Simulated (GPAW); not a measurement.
## As (buckled honeycomb monolayer): G0W0 on several meshes in GPAW

How does the mesh move the gap of As (buckled honeycomb monolayer)?

Calculated with GPAW 26.7.0; LDA and many-body steps on it, plane waves.

## (1) The starting structure

The cell holds 2 atoms: 2 As. Its edges and angles: a = 3.517 Å, b = 3.517 Å, c = 12.300 Å, α = 90.0°, β = 90.0°, γ = 120.0°. Vacuum lies along c.

As a file:

```cif
data_structure
_symmetry_space_group_name_H-M 'P 1'
_symmetry_Int_Tables_number 1
_cell_length_a 3.5171
_cell_length_b 3.5171
_cell_length_c 12.3000
_cell_angle_alpha 90.000
_cell_angle_beta 90.000
_cell_angle_gamma 120.000
_cell_volume 131.77
loop_
_atom_site_label
_atom_site_type_symbol
_atom_site_fract_x
_atom_site_fract_y
_atom_site_fract_z
_atom_site_occupancy
As1 As 0.33333 0.66667 0.44357 1
As2 As 0.66667 0.33333 0.55643 1
```

The structure was relaxed with LDA. The runs that relaxed it are not among those shown.

## (2) Empty states on the mesh, 12×12×1 mesh, 309 bands

This step: GPAW 26.7.0; DFT, LDA, plane waves, PAW.

The sums over transitions need many empty states on a uniform mesh; this step solves for them.

run.py reads:

```python
import json
import numpy as np
from gpaw.mpi import world
from gpaw import GPAW

calc = GPAW('gs.gpw').fixed_density(kpts={'size': (12, 12, 1), 'gamma': True},
    parallel={'domain': 1, 'band': 1},
    txt='nscf.txt')
calc.diagonalize_full_hamiltonian(nbands=309)
calc.write('full.gpw', mode='all')
res = {}
kpts = calc.get_ibz_k_points()
res['kpts'] = kpts
res['eigenvalues'] = [calc.get_eigenvalues(kpt=k) for k in range(len(kpts))]
res['n_electrons'] = calc.get_number_of_electrons()

if world.rank == 0:
    with open('result.json', 'w') as f:
        json.dump(res, f, default=lambda x: x.tolist())
```

The run is started by

```bash
> mpirun -n 4 gpaw python run.py
```

Numbers of over 12 decimals in the logs are rounded to 6 here.

What it wrote:

```text
Diagonalizing LCAO Hamiltonian
Converting LCAO to pw mode
convergence criteria:
- Maximum integral of absolute [eigenst]ate change: 4e-08 eV^2 / valence electron
maximum number of iterations: 100

SCF iterations
|iter     |     time |      energy | eigst |  dens |
|iter:   1|  |             | +1.04 |       |
|iter:   2|  |             | -0.08 |       |
|iter:   3|  |             | -1.41 |       |
[...]
|iter:   8|  |             | -5.58 |       |
|iter:   9|  |             | -6.60 |       |
|iter:  10|  |             | -7.43c|       |
SCF steps: 10
  __  _  _
 | _ |_)|_||  |
 |__||  | ||/\| - 26.7.0

Input parameters:
  mode=PW(ecut=450.000000),
  convergence={'density': 1e-06, 'bands': -3},
  gpts=array([18, 18, 63]),
  kpts=MonkhorstPack(size=(12, 12, 1), gamma=True),
  maxiter=100,
  nbands=12,
  occupations=Occupations(name='fermi-dirac', width=0.001, fixmagmom=False),
  parallel={'domain': 1, 'band': 1},
  xc=XC(name='LDA')
Matrix size: 2851x2851
# Writing to full.gpw (mode='all')
  [... matrices ...]

timing:  # [seconds]
  Total: 138.200  # ━━━━━━━━━━━━━━━━━━━━━━━━━━━━━━━━━━━━━━━━━━━━━━━━━━━━━━━━━
```

Run time: 2.4 min. Hardware: 4 MPI ranks of Arm Neoverse V1, shared host; peak memory 3.3 GiB.

This step gave:

```
gap                                                           : 1.413 eV
k of the valence top                                          : 0, 0, 0
k of the conduction bottom                                    : 0.3333, 0, 0
least direct gap                                              : 2.086 eV
k points computed                                             : 19
lowest point of the top converged band, above the valence top : 99.2372 eV
```

On this mesh the gap is 1.413 eV.

## (3) 12×12×1

Now the one-shot GW correction: screening in the RPA, then the self-energy of the levels asked for.

This step: G0W0 on LDA, plane waves, PAW.

run.py reads:

```python
import json
import numpy as np
from gpaw.mpi import world
from gpaw.response.g0w0 import G0W0

gw = G0W0('full.gpw',
    filename='gw',
    kpts=[0, 8],
    bands=(3, 7),
    ecut=60,
    nbands=139,
    truncation='2D',
    integrate_gamma='sphere',
    q0_correction=True,
    frequencies={'type': 'nonlinear', 'domega0': 0.15, 'omega2': 15.0},
    eta=0.1,
    nblocksmax=True)
gw.calculate()
res = {mode: {k: v for k, v in r.items() if k != 'sigma_eskwn'}
       for mode, r in gw.all_results.items()}

if world.rank == 0:
    with open('result.json', 'w') as f:
        json.dump(res, f, default=lambda x: x.tolist())
```

The run is started by

```bash
> mpirun -n 4 gpaw python run.py
```

What it wrote:

```text
Using integrator: PointIntegrator
NonLinearFrequencyDescriptor(from 0.000 to 73.866 eV, 163 points)
Nonperiodic BCs:  [False False  True]
Using integrator: PointIntegrator
NonLinearFrequencyDescriptor(from 0.000 to 73.866 eV, 163 points)
Nonperiodic BCs:  [False False  True]
Applying analytical 2D correction to W:
    Evaluating Gamma point contribution to W on a 11x11x1 grid
  ___  _ _ _
 |   || | | |
 | | || | | |
 |__ ||_____|
 |___|

BZ k-points: Symmetries present (total): 12

  [... matrices ...]
144 k-points: 12 x 12 x 1 Monkhorst-Pack grid + [1/24,1/24,0.000000]
19 k-points in the irreducible part of the Brillouin zone
       k-points in crystal coordinates                weights
   0:    -0.00000000   -0.00000000    0.00000000          1/144
   1:     0.08333333   -0.00000000    0.00000000          6/144
   2:     0.16666667   -0.08333333    0.00000000          6/144
   3:     0.16666667   -0.00000000    0.00000000          6/144
   4:     0.25000000   -0.08333333    0.00000000         12/144
   5:     0.25000000   -0.00000000    0.00000000          6/144
   6:     0.33333333   -0.16666667    0.00000000          6/144
   7:     0.33333333   -0.08333333    0.00000000         12/144
   8:     0.33333333   -0.00000000    0.00000000          6/144
   9:     0.33333333    0.33333333    0.00000000          2/144
          ...
  18:     0.50000000    0.50000000    0.00000000          3/144

Distributing spins, k-points and bands (1 x 2 x 4) over 1 process
Number of blocks: 4

Quasi particle states:
k-points (IBZ indices): [0, 8]
Band range: (3, 7)
  [... matrices ...]
Computational parameters:
Plane wave cut-off: 60 eV
Number of bands: 139
Coulomb cutoff: 2D
Broadening: 0.1 eV

fxc modes: GW
Kernel: RPA
Using full-frequency real axis integration
Summing all q:

Calculating screened Coulomb potential
2D Coulomb truncation
NonLinearFrequencyDescriptor(from 0.000 to 73.866 eV, 163 points)
Removing empty qpoint cache files...

Calculating chi0 body with:
    Ground state adapter containing:
    Number of spins: 1
    Number of kpoints: 144
    Number of irreducible kpoints: 19
    Number of completely occupied states: 5
    Number of partially occupied states: 5
    Occupied states memory: 1.557312 M / cpu

    Linear response parametrization:
    q_c: [-2.0816681711721685e-17, -2.0816681711721685e-17, 0.0]
    Number of frequency points: 163
    Planewave cutoff: 60.0
    Number of bands: 139
    Number of planewaves: 135
    Broadening (eta): 0.1
    comm.size: 4
    kncomm.size: 1
    blockcomm.size: 4

    Memory estimate of potentially large arrays:
        chi0_wGG: 11.332226 M / cpu
Integrating chi0 body.

Symmetries of q_c:
    Direct symmetries (Uq -> q): 12
    Indirect symmetries (TUq -> q): 0
In total 12 allowed symmetries.

  [... matrices ...]
19 groups of equivalent kpoints. 86.805556% reduction.

Integral kind: spectral function
Integrating chi0 head and wings.

Symmetries of q_c:
    Direct symmetries (Uq -> q): 12
    Indirect symmetries (TUq -> q): 0
In total 12 allowed symmetries.

  [... matrices ...]
19 groups of equivalent kpoints. 86.805556% reduction.

Integral kind: spectral function wings

Calculating chi0 body with:
    Ground state adapter containing:
    Number of spins: 1
    Number of kpoints: 144
    Number of irreducible kpoints: 19
    Number of completely occupied states: 5
    Number of partially occupied states: 5
[... the further q-points ...]

Results:
f:      Occupation numbers
eps:     KS-eigenvalues [eV]
vxc:     KS vxc [eV]
exx:     Exact exchange [eV]
sigma:   Self-energies [eV]
dsigma:  Self-energy derivatives
Z:       Renormalization factors
qp:      QP-energies [eV]

k-point 0 (0): (-0.000, -0.000, 0.000)                GW
band       f     eps     vxc     exx   sigma  dsigma       Z      qp
                                                                   GW
   3   1.000  -1.766 -15.543 -16.332   0.694  -0.327   0.753  -1.838
   4   1.000  -1.766 -15.543 -16.332   0.694  -0.327   0.753  -1.838
   5   0.000   0.320 -14.553 -10.207  -2.803  -0.307   0.765   1.501
   6   0.000   1.808 -14.752  -9.939  -3.330  -0.391   0.719   2.874

k-point 1 (8): (0.333, -0.000, 0.000)                GW
band       f     eps     vxc     exx   sigma  dsigma       Z      qp
                                                                   GW
   3   1.000  -3.448 -14.671 -16.291   1.333  -0.365   0.733  -3.658
   4   1.000  -2.676 -13.760 -15.408   1.228  -0.378   0.726  -2.982
   5   0.000  -0.353 -12.124  -8.410  -2.588  -0.321   0.757   0.499
   6   0.000   1.958 -11.841  -7.269  -3.426  -0.360   0.735   2.800
```

It took 4.5 min on 4 MPI ranks; peak memory 1.7 GiB; 18 min of CPU time.

Numbers from this step:

| Item | Value |
| --- | --- |
| G0W0 gap on the points computed | 2.336 eV |
| least direct G0W0 gap on the computed points | 3.339 eV |
| Z at the valence top | 0.7533 |
| Z at the conduction bottom | 0.7570 |
| starting gap on the mesh | 1.413 eV |
| k of the valence top | 0, 0, 0 |
| k of the conduction bottom | 0.3333, 0, 0 |

The gap on the mesh goes from 1.41 eV to 2.34 eV, a correction of +0.92 eV.

## (4) Empty states on the mesh, 6×6×1 mesh, 149 bands

This step: DFT, LDA, plane waves, PAW.

run.py reads:

```python
import json
import numpy as np
from gpaw.mpi import world
from gpaw import GPAW

calc = GPAW('gs.gpw').fixed_density(kpts={'size': (6, 6, 1), 'gamma': True},
    nbands=173,
    convergence={'bands': 149},
    txt='nscf.txt')
calc.write('full.gpw', mode='all')
res = {}
kpts = calc.get_ibz_k_points()
res['kpts'] = kpts
res['eigenvalues'] = [calc.get_eigenvalues(kpt=k) for k in range(len(kpts))]
res['n_electrons'] = calc.get_number_of_electrons()

if world.rank == 0:
    with open('result.json', 'w') as f:
        json.dump(res, f, default=lambda x: x.tolist())
```

The run is started by

```bash
> mpirun -n 4 gpaw python run.py
```

What it wrote:

```text
Diagonalizing LCAO Hamiltonian
Converting LCAO to pw mode
convergence criteria:
- Maximum integral of absolute [eigenst]ate change: 4e-08 eV^2 / valence electron
maximum number of iterations: 100

SCF iterations
|iter     |     time |      energy | eigst |  dens |
|iter:   1|  |             | +4.61 |       |
|iter:   2|  |             | +3.42 |       |
|iter:   3|  |             | +2.31 |       |
[...]
|iter:  14|  |             | -6.76 |       |
|iter:  15|  |             | -7.01 |       |
|iter:  16|  |             | -7.47c|       |
SCF steps: 16
  __  _  _
 | _ |_)|_||  |
 |__||  | ||/\| - 26.7.0

Input parameters:
  mode=PW(ecut=450.000000),
  convergence={'bands': 149},
  gpts=array([18, 18, 63]),
  kpts=MonkhorstPack(size=(6, 6, 1), gamma=True),
  maxiter=100,
  nbands=173,
  occupations=Occupations(name='fermi-dirac', width=0.001, fixmagmom=False),
  parallel={},
  xc=XC(name='LDA')
# Writing to full.gpw (mode='all')
  [... matrices ...]

timing:  # [seconds]
  Total: 0.043  # ━━━━━━━━━━━━━━━━━━━━━━━━━━━━━━━━━━━━━━━━━━━━━━━━━━━━━━━━━━━
```

Wall time 40 s (4 MPI ranks); peak memory 0.81 GiB; 2.7 min of CPU time.

Numbers from this step:

| Item | Value |
| --- | --- |
| gap | 1.413 eV |
| k of the valence top | 0, 0, 0 |
| k of the conduction bottom | 0.3333, 0, 0 |
| least direct gap | 2.086 eV |
| k points computed | 7 |
| lowest point of the top converged band, above the valence top | 60.6076 eV |

On this mesh the gap is 1.413 eV.

## (5) 6×6×1

This step: G0W0 on LDA, plane waves, PAW.

run.py reads:

```python
import json
import numpy as np
from gpaw.mpi import world
from gpaw.response.g0w0 import G0W0

gw = G0W0('full.gpw',
    filename='gw',
    kpts=[0, 3],
    bands=(3, 7),
    ecut=60,
    nbands=139,
    truncation='2D',
    integrate_gamma='sphere',
    q0_correction=True,
    frequencies={'type': 'nonlinear', 'domega0': 0.15, 'omega2': 15.0},
    eta=0.1,
    nblocksmax=True)
gw.calculate()
res = {mode: {k: v for k, v in r.items() if k != 'sigma_eskwn'}
       for mode, r in gw.all_results.items()}

if world.rank == 0:
    with open('result.json', 'w') as f:
        json.dump(res, f, default=lambda x: x.tolist())
```

The run is started by

```bash
> mpirun -n 4 gpaw python run.py
```

What it wrote:

```text
Using integrator: PointIntegrator
NonLinearFrequencyDescriptor(from 0.000 to 73.866 eV, 163 points)
Nonperiodic BCs:  [False False  True]
Using integrator: PointIntegrator
NonLinearFrequencyDescriptor(from 0.000 to 73.866 eV, 163 points)
Nonperiodic BCs:  [False False  True]
Applying analytical 2D correction to W:
    Evaluating Gamma point contribution to W on a 23x23x1 grid
  ___  _ _ _
 |   || | | |
 | | || | | |
 |__ ||_____|
 |___|

BZ k-points: Symmetries present (total): 12

  [... matrices ...]
36 k-points: 6 x 6 x 1 Monkhorst-Pack grid + [1/12,1/12,0.000000]
7 k-points in the irreducible part of the Brillouin zone
       k-points in crystal coordinates                weights
   0:     0.00000000    0.00000000    0.00000000          1/36
   1:     0.16666667    0.00000000    0.00000000          6/36
   2:     0.33333333   -0.16666667    0.00000000          6/36
   3:     0.33333333    0.00000000    0.00000000          6/36
   4:     0.33333333    0.33333333    0.00000000          2/36
   5:     0.50000000    0.33333333    0.00000000         12/36
   6:     0.50000000    0.50000000    0.00000000          3/36

Distributing spins, k-points and bands (1 x 2 x 4) over 1 process
Number of blocks: 4

Quasi particle states:
k-points (IBZ indices): [0, 3]
Band range: (3, 7)
  [... matrices ...]
Computational parameters:
Plane wave cut-off: 60 eV
Number of bands: 139
Coulomb cutoff: 2D
Broadening: 0.1 eV

fxc modes: GW
Kernel: RPA
Using full-frequency real axis integration
Summing all q:

Calculating screened Coulomb potential
2D Coulomb truncation
NonLinearFrequencyDescriptor(from 0.000 to 73.866 eV, 163 points)
Removing empty qpoint cache files...

Calculating chi0 body with:
    Ground state adapter containing:
    Number of spins: 1
    Number of kpoints: 36
[...]
q_c: [1.3877787807814457e-17, 1.3877787807814457e-17, 0.0]
    Number of frequency points: 163
    Planewave cutoff: 60.0
    Number of bands: 139
    Number of planewaves: 135
    Broadening (eta): 0.1
    comm.size: 4
    kncomm.size: 1
    blockcomm.size: 4

    Memory estimate of potentially large arrays:
        chi0_wGG: 11.332226 M / cpu
Integrating chi0 body.

Symmetries of q_c:
    Direct symmetries (Uq -> q): 12
    Indirect symmetries (TUq -> q): 0
In total 12 allowed symmetries.

  [... matrices ...]
7 groups of equivalent kpoints. 80.555556% reduction.

Integral kind: spectral function
Integrating chi0 head and wings.

Symmetries of q_c:
    Direct symmetries (Uq -> q): 12
    Indirect symmetries (TUq -> q): 0
In total 12 allowed symmetries.

  [... matrices ...]
7 groups of equivalent kpoints. 80.555556% reduction.

Integral kind: spectral function wings

Calculating chi0 body with:
    Ground state adapter containing:
    Number of spins: 1
    Number of kpoints: 36
    Number of irreducible kpoints: 7
    Number of completely occupied states: 5
    Number of partially occupied states: 5
[... the further q-points ...]

Results:
f:      Occupation numbers
eps:     KS-eigenvalues [eV]
vxc:     KS vxc [eV]
exx:     Exact exchange [eV]
sigma:   Self-energies [eV]
dsigma:  Self-energy derivatives
Z:       Renormalization factors
qp:      QP-energies [eV]

k-point 0 (0): (0.000, 0.000, 0.000)                GW
band       f     eps     vxc     exx   sigma  dsigma       Z      qp
                                                                   GW
   3   1.000  -1.766 -15.543 -16.499   0.799  -0.337   0.748  -1.883
   4   1.000  -1.766 -15.543 -16.499   0.799  -0.337   0.748  -1.883
   5   0.000   0.320 -14.553 -10.012  -2.951  -0.331   0.752   1.516
[...]
k-point 1 (3): (0.333, 0.000, 0.000)                GW
band       f     eps     vxc     exx   sigma  dsigma       Z      qp
                                                                   GW
[...]
5   0.000  -0.353 -12.124  -8.345  -2.637  -0.342   0.745   0.497
   6   0.000   1.958 -11.841  -7.245  -3.424  -0.365   0.733   2.816
```

Elapsed: 37 s, on 4 MPI ranks; peak memory 1.1 GiB.

Numbers from this step:

- G0W0 gap on the points computed: 2.380 eV
- least direct G0W0 gap on the computed points: 3.398 eV
- Z at the valence top: 0.7478
- Z at the conduction bottom: 0.7450
- starting gap on the mesh: 1.413 eV
- k of the valence top: 0, 0, 0
- k of the conduction bottom: 0.3333, 0, 0

Against G0W0 in GPAW (12×12×1 mesh, 139 bands, screening to 60 eV, full frequency, Hilbert transform), the gap moves by +0.044 eV.

## (6) The runs together

Times are wall times on 4 MPI ranks of Arm Neoverse V1, shared host, good to a factor of about two.

| run | mesh | bands | screening cutoff (eV) | DFT gap (eV) | gap on the mesh (eV) | direct (eV) | time |
| --- | --- | --- | --- | --- | --- | --- | --- |
| 12×12×1 | 12×12×1 | 139 | 60 | 1.413 | 2.336 | 3.339 | 4.5 min |
| 6×6×1 | 6×6×1 | 139 | 60 | 1.413 | 2.380 | 3.398 | 37 s |

## (7) Results

| Property | Result |
| --- | --- |
| 12×12×1 | 2.336 eV |
| 6×6×1 | 2.380 eV |
| known limits | not at the basis limit; no spin-orbit coupling |

**Reading.** 6×6×1: +0.044 eV against 12×12×1. Bands and cutoff are finite, so the gap is not at the basis limit. The miss can reach some tenths of an eV and take either sign; the mesh is an error of its own. These stock PAW sets were not made for GW; the filled d or f shell of As lies in the frozen core, which bears on start and correction. In the G0W0 runs levels were corrected at 2 k points alone, so a gap called «on the mesh» is the least over those, and an edge elsewhere would be missed. The many-body steps are scalar-relativistic: spin-orbit coupling is not in them.

[Paths, hosts, dates, memory and timing lines, banners, echoed tables and standing remarks are left out of the program output.]

[Logs are printed without paths, hosts, clocks, repeated set-up lines and the standing remarks that a program may print on its own settings, such as how far it seeks lower states.]

[Runs of the session that timed out or met a known fault of the program may be left out.]

[Hosts, paths, dates, database ids (printed as entryN), source tags and the programs' standing remarks are cut or masked in the printed files.]
